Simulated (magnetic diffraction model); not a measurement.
# Which magnetic order? Li2CoSe2O8

Space group P2_1/c (no. 14), a = 5.0440 Å, b = 8.1910 Å, c = 9.0090 Å, β = 121.49°.

| site | atom | x | y | z |
| --- | --- | --- | --- | --- |
| 4e | Se | 0.3423 | 0.3090 | 0.2965 |
| 2a | Co | 0 | 0 | 0 |
| 4e | O | 0.6728 | 0.3073 | 0.3755 |
| 4e | O | 0.2781 | 0.3499 | 0.4424 |
| 4e | O | 0.1926 | 0.1396 | 0.2427 |
| 4e | O | 0.1764 | 0.4153 | 0.1462 |
| 4e | Li | 0.0253 | 0.6347 | 0.0993 |

The compound is invented for this exercise: a known structure type with other elements, its cell scaled to their sizes and not relaxed.

Only Co is taken to order (form factors of Co2+); orders and moment sizes are assumed, and not adapted to the symmetry. Radiation: neutrons of λ = 2.36 Å, 5° to 40°; isotropic B of 0.2 Å² (Se), 0.19 Å² (Co), 0.28 Å² (O) and 0.28 Å² (Li). The intensities are simulated: I ∝ L Σ (|F_N|² + |F_M⊥|²) for unpolarised neutrons, with F_M = 2.695 fm/μB × Σ f(s) S exp(2πi Q·r) exp(−B s²) at Q = H ± k (one set where k and −k are equivalent), only the part normal to Q counting and L = 1/(sin²θ cos θ). For collinear order S is the moment m, which repeats by lattice and centring translations R with the sign exp(−2πi k·R). Form factors are spin-only for 3d ions and dipole or tabulated for f ions, scattering lengths are Sears's of 1992, and absorption is left out. A label names one of the reflections at its angle. The strongest nuclear line in the range is 100, and lines under 0.2 are left out.

Above the ordering temperature:

| 2θ (°) | index | I |
| --- | --- | --- |
| 24.31 | (0 1 1) | 25.0 |
| 31.85 | (1 0 0) | 5.3 |
| 31.92 | (1 1 -1) | 5.4 |
| 33.19 | (1 0 -2) | 4.0 |
| 33.49 | (0 2 0) | 22.2 |
| 35.78 | (0 0 2) | 20.2 |
| 36.10 | (1 1 0) | 85.2 |
| 37.31 | (1 1 -2) | 100.0 |
| 38.11 | (0 2 1) | 38.6 |
| 39.67 | (0 1 2) | 27.1 |

Below it (cell unchanged):

```tsv
2θ (°)	I
15.80	17.3
23.34	4.8
24.24	4.6
24.31	25.0
31.85	5.3
31.92	5.4
33.19	4.0
33.37	2.7
33.49	22.2
34.02	2.6
35.78	20.2
36.10	85.2
37.31	100.0
38.11	38.6
38.76	2.3
39.67	27.1
39.90	2.2
```

**Question.** Find the propagation vector, then choose among these models:
A. collinear moments along [110], 2.88 μB on Co; signs + at (0, 0, 0), + at (0, 1/2, 1/2)
B. collinear moments along [111], 2.88 μB on Co; signs + at (0, 0, 0), − at (0, 1/2, 1/2)
C. collinear moments along [111], 2.88 μB on Co; signs + at (0, 0, 0), + at (0, 1/2, 1/2)
D. collinear moments along [110], 2.88 μB on Co; signs + at (0, 0, 0), − at (0, 1/2, 1/2)

The new lines index as (-1/2 1/2 1/2) at 15.80°, (1/2 1/2 1/2) at 23.34°, (1/2 1/2 -3/2) at 24.24° and (1/2 -3/2 1/2) at 33.37°, that is as H ± k with k = (1/2 1/2 1/2). Half indices mean that the moments reverse under translations with k·R a half-integer, and the magnetic cell has twice the primitive volume.

Magnetic intensity, observed (below minus above) and for each model:

| 2θ (°) | index | observed | A | B | C | D |
| --- | --- | --- | --- | --- | --- | --- |
| 15.80 | (-1/2 1/2 1/2) | 17.3 | 3.5 | 14.8 | 14.8 | 17.3 |
| 23.34 | (1/2 1/2 1/2) | 4.8 | 7.5 | 3.0 | 7.0 | 4.8 |
| 24.24 | (1/2 1/2 -3/2) | 4.6 | 6.9 | 6.5 | 3.0 | 4.6 |
| 28.45 | (-1/2 3/2 1/2) | <0.2 | 3.6 | 2.9 | 2.9 | <0.2 |
| 33.37 | (1/2 -3/2 1/2) | 2.7 | 0.9 | 3.2 | 0.6 | 2.7 |
| 34.02 | (-1/2 3/2 3/2) | 2.6 | 0.9 | 0.6 | 3.1 | 2.6 |
| 38.76 | (1/2 -1/2 3/2) | 2.3 | 2.0 | 1.8 | 0.9 | 2.3 |
| 39.90 | (-1/2 1/2 5/2) | 2.2 | 1.9 | 0.9 | 1.7 | 2.2 |

Model D matches.

The structure used: k = (1/2 1/2 1/2), collinear moments along [110], 2.88 μB on Co; signs + at (0, 0, 0), − at (0, 1/2, 1/2).

[Logs are printed without paths, hosts, clocks, repeated set-up lines and the standing remarks that a program may print on its own settings, such as how far it seeks lower states.]
